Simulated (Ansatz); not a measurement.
In doubt: one-shot GW on d or f shells is unsure (in some of the runs), so the values of those runs are not to be relied on.

Consider Cs2AgSbBr6 (Fm-3m).

```
Cs Ag Sb Br
1.0
     0.00000    5.68925    5.68925
     5.68925    0.00000    5.68925
     5.68925    5.68925    0.00000
Cs Ag Sb Br
2 1 1 6
Direct
  0.75000 0.75000 0.75000
  0.25000 0.25000 0.25000
  0.50000 0.50000 0.50000
  0.00000 0.00000 0.00000
  0.75155 0.24845 0.24845
  0.24845 0.24845 0.75155
  0.24845 0.75155 0.75155
  0.24845 0.75155 0.24845
  0.75155 0.24845 0.75155
  0.75155 0.75155 0.24845
```

The cell and positions are those that the Materials Project relaxed with its own functionals (PBE, PBE+U or r2SCAN), kept fixed. Spin-orbit coupling is left out unless a run names it.

Gaps computed with Ansatz 0.2.0 without a self-energy: r2SCAN 1.21 eV, r2SCAN+SOC 1.17 eV and HSE06 1.67 eV.

**Question.** What gap should G0W0 on r2SCAN give (4×4×4 mesh, 5242 empty bands, screening to 340 eV, hard PAW files)?

About 2.08 eV: on its mesh the run moves the gap from 1.20 eV by +0.88 eV. Among the scalar-relativistic levels given, HSE06 is nearest (−0.41 eV). Spin-orbit coupling is not in that value; its −0.04 eV at the r2SCAN level would bring it to about 2.05 eV. Bands and cutoff are finite, so the gap is not at the basis limit. The miss can reach some tenths of an eV and take either sign; the mesh is an error of its own. A d shell, filled or nearly so, lies near the gap. One-shot GW converges very slowly in bands there, not always from below, and on a semilocal start the gap tends to come out low; starts rich in exact exchange can overshoot instead. The many-body steps are scalar-relativistic: spin-orbit coupling is not in them.

[Paths, hosts, dates, memory and timing lines, banners, echoed tables and standing remarks are left out of the program output.]

[Logs are printed without paths, hosts, clocks, repeated set-up lines and the standing remarks that a program may print on its own settings, such as how far it seeks lower states.]

[Runs of the session that timed out or met a known fault of the program may be left out.]

[Cells called generated may have been cut or substituted from an entry of the Crystallography Open Database or the Materials Project.]

[Hosts, paths, dates, database ids (printed as entryN), source tags and the programs' standing remarks are cut or masked in the printed files.]
